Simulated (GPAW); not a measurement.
Consider Mg2C3 (C2/m).

```cif
data_structure
_symmetry_space_group_name_H-M 'P 1'
_symmetry_Int_Tables_number 1
_cell_length_a 3.3700
_cell_length_b 3.3700
_cell_length_c 4.9866
_cell_angle_alpha 100.159
_cell_angle_beta 100.159
_cell_angle_gamma 88.425
_cell_volume 54.87
loop_
_atom_site_label
_atom_site_type_symbol
_atom_site_fract_x
_atom_site_fract_y
_atom_site_fract_z
_atom_site_occupancy
Mg1 Mg 0.19130 0.19130 0.79890 1
Mg2 Mg 0.80870 0.80870 0.20110 1
C3 C 0.50000 0.50000 0.50000 1
C4 C 0.70110 0.70110 0.73850 1
C5 C 0.29890 0.29890 0.26150 1
```

Absorber: atom 1, with 3 C at 2.24 to 2.35 Å, 2 C at 2.37 Å and 1 C at 2.55 Å (6-fold, site symmetry m). Method: GPAW, PBE, full core hole (charged cell), 15-atom cell with 4.8 Å between holes, 5×5×5 k points, dipole transitions, Gaussian full width 0.9 eV up to 4 eV, rising linearly to 3.5 eV at 25 eV.

Question: Predict the near-edge structure at the Mg K edge.

Main maxima up to 24 eV above the zero (height): 2.2 eV (0.92), 6.1 eV (2.01), 8.7 eV (1.51) and 18.8 eV (0.66). A K edge sees empty p states on the absorber. The total-energy difference plus the lowest empty eigenvalue puts the zero at 1315.20 eV. One term is added: -12.99 eV, since the hole is spin-paired here and a spin-polarised one costs that much less in the free atom (computed apart). The photon energy is then 1302.21 eV. The tabulated edge of the element is 1303 eV. The functional and the charged cell's background leave an error of a few eV in such absolute values.

The Mg K spectrum (energy from the lowest empty level; intensity scaled to a mean of 1 over the first 20 eV; polarised curves are means over the symmetry-equivalent atoms):

```
E (eV)  isotropic  ε ∥ x  ε ∥ y  ε ∥ z
  -2.0       0.00   0.00   0.00   0.00
  -1.0       0.00   0.00   0.00   0.00
   0.0       0.18   0.21   0.01   0.33
   1.0       0.62   0.80   0.31   0.76
   2.0       0.91   0.82   0.72   1.19
   3.0       0.83   0.59   0.66   1.23
   4.0       0.65   0.76   0.55   0.64
   5.0       1.39   1.68   1.05   1.43
   6.0       2.00   1.75   2.84   1.43
   7.0       1.65   1.27   2.46   1.22
   8.0       1.48   1.50   1.71   1.22
   9.0       1.50   1.79   1.44   1.28
  10.0       1.40   1.81   1.07   1.32
  11.0       1.28   1.75   0.74   1.35
  12.0       0.97   1.08   0.74   1.09
  13.0       0.78   0.69   0.77   0.88
  14.0       0.75   0.62   0.73   0.89
  15.0       0.69   0.57   0.65   0.85
  16.0       0.63   0.55   0.61   0.74
  17.0       0.62   0.52   0.62   0.74
  18.0       0.65   0.50   0.65   0.79
  19.0       0.66   0.54   0.69   0.75
  20.0       0.63   0.57   0.70   0.61
  21.0       0.56   0.53   0.66   0.49
  22.0       0.52   0.48   0.61   0.47
  23.0       0.50   0.44   0.57   0.51
  24.0       0.49   0.41   0.52   0.54
  25.0       0.47   0.37   0.47   0.56
  26.0       0.45   0.35   0.44   0.55
  27.0       0.44   0.36   0.42   0.54
  28.0       0.46   0.42   0.43   0.54
  29.0       0.52   0.54   0.45   0.56
```

The holes are only 4.8 Å apart, so the shape is probably not converged with cell size; no larger cell was run here. The mesh is coarse (0.28 Å⁻¹ between points), so small maxima may be mesh ripples. The structure is a published determination, not relaxed.

[Banner, clock and machine lines of the logs are left out without a mark of their own.]

[Logs are printed without paths, hosts, clocks, repeated set-up lines and the standing remarks that a program may print on its own settings, such as how far it seeks lower states.]

[Hosts, paths, dates, database ids (printed as entryN), source tags and the programs' standing remarks are cut or masked in the printed files.]

[Lists of maxima count a maximum above −3 eV only where it reaches 4 % of the highest in the window and stands out from its surroundings by 2 % of it (1.5 % where it reaches 55 %); shoulders and weaker maxima are passed over, and of the rest the first, up to two pre-edge ones and the few strongest are named.]
